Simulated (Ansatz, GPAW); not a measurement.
# A 2-layer slab of Rh(110): simulated STM images, part 3 of 3

Wanted: filled- and empty-state images of a 2-layer slab of Rh(110), with its work function.

GPAW 26.7.0 and Ansatz 0.2.0; GPAW, PAW setups; slab in vacuum (the session's first sound run).

So far, upper work function (eV): step 2 (relaxing the atoms) 4.99; step 3 (bands at fixed density, height 4 Å, STM [-2.0, -1.0, 1.5] V) 4.99.

### 4. A second plane-wave code (continued)

Level of this step: Ansatz plane waves; slab in vacuum with a dipole correction (Ansatz).

Tip height over the top atom over a1 and a2. Constant current at the density 1.525e-05 e/Å^3, window e_range_-1_0.

Values in Å, 12 rows by 16 columns, each cell a mean:
```
4.15 4.14 4.11 4.06 4.00 3.93 3.86 3.81 3.79 3.82 3.89 3.96 4.03 4.09 4.12 4.15
4.14 4.13 4.10 4.06 4.00 3.93 3.85 3.80 3.78 3.82 3.88 3.95 4.02 4.08 4.12 4.14
4.13 4.12 4.09 4.04 3.98 3.91 3.84 3.78 3.77 3.80 3.87 3.94 4.01 4.07 4.10 4.13
4.12 4.11 4.08 4.03 3.97 3.90 3.83 3.77 3.76 3.79 3.86 3.93 4.00 4.06 4.09 4.12
4.11 4.10 4.07 4.02 3.96 3.89 3.82 3.76 3.75 3.78 3.85 3.92 3.99 4.05 4.08 4.11
4.11 4.10 4.07 4.02 3.96 3.89 3.81 3.76 3.74 3.77 3.84 3.91 3.98 4.04 4.08 4.10
4.11 4.10 4.07 4.02 3.96 3.89 3.81 3.76 3.74 3.78 3.85 3.92 3.99 4.04 4.08 4.10
4.12 4.10 4.08 4.03 3.97 3.90 3.82 3.77 3.75 3.79 3.85 3.93 3.99 4.05 4.09 4.11
4.13 4.12 4.09 4.04 3.98 3.91 3.84 3.78 3.77 3.80 3.87 3.94 4.01 4.06 4.10 4.12
4.14 4.13 4.10 4.05 3.99 3.92 3.85 3.79 3.78 3.81 3.88 3.95 4.02 4.07 4.11 4.13
4.15 4.14 4.11 4.06 4.00 3.93 3.86 3.80 3.79 3.82 3.89 3.96 4.03 4.08 4.12 4.14
4.15 4.14 4.11 4.07 4.01 3.94 3.86 3.81 3.79 3.83 3.89 3.96 4.03 4.09 4.12 4.15
```
Columns: a1 from 0 to 0.963; rows upwards: a2 from 0 to 0.944.

E_range_0_1.5. The planar mean of the window's density by height over the top atom:

```
height over the top atom (Å)  planar mean of the window's density (e/Å³)
                        1.50                                     0.00999
                        1.70                                     0.00696
                        1.90                                     0.00483
                        2.10                                     0.00335
                        2.30                                     0.00232
                        2.50                                     0.00161
                        2.70                                     0.00111
                        2.90                                      7.6e-4
                        3.10                                      5.2e-4
                        3.30                                      3.5e-4
                        3.50                                      2.4e-4
                        3.70                                      1.6e-4
                        3.90                                      1.1e-4
                        4.10                                      7.2e-5
                        4.30                                      4.8e-5
                        4.50                                      3.2e-5
                        4.70                                      2.1e-5
                        4.90                                      1.4e-5
                        5.10                                      9.2e-6
                        5.30                                      6.0e-6
                        5.50                                      3.9e-6
                        5.70                                      2.5e-6
                        5.90                                      1.6e-6
                        6.10                                      9.6e-7
```

Density over a1 and a2. Constant height 4 Å over the top atom, window e_range_0_1.5.

Values in units of 1e-5 e/Å³, 12 rows by 16 columns, each cell a mean:
```
9.5 9.4 9.3 9.1 8.8 8.6 8.4 8.3 8.3 8.3 8.5 8.7 8.9 9.2 9.4 9.5
9.5 9.4 9.3 9.1 8.8 8.6 8.4 8.3 8.3 8.3 8.5 8.7 8.9 9.2 9.3 9.5
9.4 9.4 9.2 9.0 8.8 8.5 8.4 8.2 8.2 8.3 8.4 8.6 8.9 9.1 9.3 9.4
9.4 9.3 9.2 9.0 8.7 8.5 8.3 8.2 8.2 8.2 8.4 8.6 8.8 9.1 9.3 9.4
9.4 9.3 9.2 8.9 8.7 8.5 8.3 8.2 8.1 8.2 8.4 8.6 8.8 9.0 9.2 9.3
9.3 9.3 9.1 8.9 8.7 8.5 8.3 8.2 8.1 8.2 8.3 8.5 8.8 9.0 9.2 9.3
9.4 9.3 9.1 8.9 8.7 8.5 8.3 8.2 8.1 8.2 8.3 8.6 8.8 9.0 9.2 9.3
9.4 9.3 9.2 9.0 8.7 8.5 8.3 8.2 8.2 8.2 8.4 8.6 8.8 9.1 9.2 9.4
9.4 9.4 9.2 9.0 8.8 8.5 8.3 8.2 8.2 8.3 8.4 8.6 8.9 9.1 9.3 9.4
9.5 9.4 9.3 9.0 8.8 8.6 8.4 8.3 8.2 8.3 8.5 8.7 8.9 9.1 9.3 9.4
9.5 9.4 9.3 9.1 8.8 8.6 8.4 8.3 8.3 8.3 8.5 8.7 8.9 9.2 9.4 9.5
9.5 9.5 9.3 9.1 8.9 8.6 8.4 8.3 8.3 8.3 8.5 8.7 8.9 9.2 9.4 9.5
```
Columns: a1 from 0 to 0.963; rows upwards: a2 from 0 to 0.944.

Tip height over the top atom over a1 and a2. Constant current at the density 8.819e-05 e/Å^3, window e_range_0_1.5.

Ten even steps from '0' (3.958 Å) to '9' (4.038 Å):
```
999987654322111122345678999
999887654321111112345678899
999887654321100112345678899
999877654321100112345677899
998876543221000012234567889
998876543211000011234567889
988876543210000001234567888
888776543210000001234567788
888776543210000001234567788
888776543210000001234567788
988876543210000001234567888
998876543211000011234567889
998876543221000012234567889
999877654321100112345677899
999887654321100112345678899
999887654321111112345678899
999987654322111122345678999
999987654322111122345678999
```
Columns: a1 from 0 to 0.963; rows upwards: a2 from 0 to 0.944.

Force by atom:

```
atom  x (eV/Å)  y (eV/Å)  z (eV/Å)   size
 Rh1     0.000     0.000     0.103  0.103
 Rh2     0.000     0.000    -0.103  0.103
```

Band density in the ca plane at fractional y = 0.000, with atoms of Rh within 0.2 Å of it.

Ten steps, logarithmic in the rise over the least value, from '0' (0.0 Å⁻³) to '9' (2.3 Å⁻³), each cell a mean:
```
0000000000000000113579998531000000000000000
0000000000000000112456775421000000000000000
0000000000000000122234443210000000000000000
0000000000000001223322221100000000000000000
0000000000000001233332211100000000000000000
0000000000000001233322221100000000000000000
0000000000000001122223332110000000000000000
0000000000000000112345654321000000000000000
0000000000000000113468887531000000000000000
0000000000000000013589998632000000000000000
```
Columns run along c (15.3 Å), rows up along a (3.8 Å). Atoms in or near the plane, at fractional coordinates: Rh at (0.52, 0.00).

Band density in the ca plane at fractional y = 0.000, with atoms of Rh within 0.2 Å of it.

Ten steps, logarithmic in the rise over the least value, from '0' (0.0 Å⁻³) to '9' (1.4 Å⁻³), each cell a mean:
```
0000000000000000012478887531000000000000000
0000000000000000001345665421000000000000000
0000000000000000011112332210000000000000000
0000000000000000111111111000000000000000000
0000000000000001112211110000000000000000000
0000000000000001111111110000000000000000000
0000000000000000111111221100000000000000000
0000000000000000011234543321000000000000000
0000000000000000012467776531000000000000000
0000000000000000012589998632000000000000000
```
Columns run along c (15.3 Å), rows up along a (3.8 Å). Atoms in or near the plane, at fractional coordinates: Rh at (0.52, 0.00).

Band density in the ca plane at fractional y = 0.000, with atoms of Rh within 0.2 Å of it.

Values in units of 1e-1 Å⁻³, 6 rows by 16 columns, each cell a mean:
```
0.0 0.0 0.0 0.0 0.0 0.0 0.1 1.3 5.9 0.9 0.1 0.0 0.0 0.0 0.0 0.0
0.0 0.0 0.0 0.0 0.0 0.1 0.1 0.2 0.9 0.4 0.1 0.0 0.0 0.0 0.0 0.0
0.0 0.0 0.0 0.0 0.0 0.1 0.2 0.2 0.1 0.1 0.0 0.0 0.0 0.0 0.0 0.0
0.0 0.0 0.0 0.0 0.0 0.1 0.2 0.2 0.2 0.2 0.0 0.0 0.0 0.0 0.0 0.0
0.0 0.0 0.0 0.0 0.0 0.0 0.1 0.4 2.0 0.6 0.1 0.0 0.0 0.0 0.0 0.0
0.0 0.0 0.0 0.0 0.0 0.0 0.1 1.4 6.6 1.0 0.1 0.0 0.0 0.0 0.0 0.0
```
Columns run along c (15.3 Å), rows up along a (3.8 Å). Atoms in or near the plane, at fractional coordinates: Rh at (0.52, 0.00).

The upper face's work function is 5.001 eV, against 4.989 eV in the first plane-wave PBE run at this geometry.

### 5. Side by side

Results and costs are gathered.

This step: comparison of work functions, dipole and cost (GPAW 26.7.0).

Ladder, by row:

```
  step    code  work function, upper (eV)  work function, lower (eV)  dipole (e Å)  wall time (s)  peak memory (GiB)  threads
    pw    GPAW                      4.989                      4.988      -5.84e-7          67.13               0.28        1
ansatz  Ansatz                      5.001                      5.003       1.37e-4           4.02              0.423        4
```

### 6. A changed run

One more run, with changed settings.

This step: GPAW, PAW setups; slab in vacuum (GPAW 26.7.0).

run.py

```python
import json
import numpy as np
from ase import Atoms
from gpaw import GPAW, PW

slab = Atoms(
    ['Rh', 'Rh'],
    positions=[
        [1.90000, 1.34350, 7.00000],
        [0.00000, 0.00000, 7.96439]],
    cell=[[3.8, 0.0, 0.0], [0.0, 2.68701, 0.0], [0.0, 0.0, 15.3435]],
    pbc=[True, True, True])

slab.calc = GPAW(mode=PW(400), xc='PBE', kpts={'size': (8, 12, 1), 'gamma': True},
                 occupations={'name': 'fermi-dirac', 'width': 0.1}, nbands='140%',
                 convergence={'density': 1e-05}, maxiter=50,
                 poissonsolver={'dipolelayer': 'xy'},
                 symmetry={'tolerance': 1e-3}, txt='slab.txt')
result = {}
energy = slab.get_potential_energy()
fermi = slab.calc.get_fermi_level()
v = slab.calc.get_electrostatic_potential().mean((0, 1)) - fermi
n = slab.calc.get_pseudo_density().mean((0, 1))
L = slab.cell[2, 2]
z = np.arange(len(v)) * L / len(v)
low, high = slab.positions[:, 2].min(), slab.positions[:, 2].max()
below, above = np.interp([low - 4.8, high + 4.8], z, v)
slopes = [np.interp(x, z, np.gradient(v, z)) for x in (low - 4.8, high + 4.8)]
eps = np.array([[slab.calc.get_eigenvalues(k, s) for k in range(len(slab.calc.get_ibz_k_points()))]
                for s in range(slab.calc.get_number_of_spins())]) - fermi
top, bottom = eps[eps < 0].max(), eps[eps > 0].min()
dipole = slab.get_dipole_moment()[2]
print(f'energy {energy:.4f} eV, Fermi level {fermi:.4f} eV, dipole {dipole:.5f} e A')
print(f'potential 4.8 A off the faces, from the Fermi level: lower {below:.4f} eV, upper {above:.4f} eV')
print(f'slope of the potential there: lower {slopes[0]:.5f}, upper {slopes[1]:.5f} eV/A')
print(f'nearest levels on the mesh: {top:.4f} and {bottom:.4f} eV')
print('magnetic moment', round(slab.get_magnetic_moment(), 3))
result.update(energy=energy, fermi=fermi, dipole=dipole, below=below, above=above, slopes=slopes, edges=[top, bottom],
              z=z.tolist(), v=v.tolist(), n=n.tolist(), positions=slab.positions.tolist(),
              forces=slab.get_forces(apply_constraint=False).tolist(), moments=slab.get_magnetic_moments().tolist())
json.dump(result, open('result.json', 'w'))
```

Command:

```
OMP_NUM_THREADS=1 OPENBLAS_NUM_THREADS=1 python run.py
```

Numbers of over 12 decimals in the logs are rounded to 6 here.

The program printed:

```text
AssertionError
```

The job ended after 0.65 s (1 thread of Arm Neoverse V2, shared host; peak memory 0.12 GiB).

The program refused the input before any cycle.

The fault put into the input: a dipole layer in a cell that repeats along the normal (pbc_z = true).

### 7. What came out

| Item | Value |
| --- | --- |
| work function, both faces | 4.99 eV |
| dipole along the normal | -5.8e-7 e Å, near the numerical noise |
| corrugation at -2 V | 0.276 Å |
| corrugation at -1 V | 0.419 Å |
| corrugation at 1.5 V | 0.0865 Å |

What this shows: The corrugation at constant current is largest at -1 V, where the tip height varies by 0.42 Å over the cell. Negative sample bias images filled states, positive bias empty ones. The two plane-wave codes differ by 0.012 eV on the upper face. The images are of Tersoff-Hamann type: an s-wave tip, no tip-sample forces, heights closer than in a microscope. Ansatz gives corrugations of 0.27 Å at -2 V (GPAW 0.28), 0.42 Å at -1 V (GPAW 0.42) and 0.080 Å at 1.5 V (GPAW 0.087). GPAW's time includes a further run over the whole zone for the images, so the two times are not like for like. The runs had no spin polarisation, so a magnetic state, which thin layers of d-metal atoms can have, wasn't tested. The slab is only 0.96 Å thick between its outer nuclei, so the values belong to this film more than to the surface of the bulk metal. The in-plane lattice was kept as typed, which isn't the functional's own and leaves some strain; spin-orbit coupling and temperature are left out.

[Logs are printed without paths, hosts, clocks, repeated set-up lines and the standing remarks that a program may print on its own settings, such as how far it seeks lower states.]

[Hosts, paths, dates, database ids (printed as entryN), source tags and the programs' standing remarks are cut or masked in the printed files.]
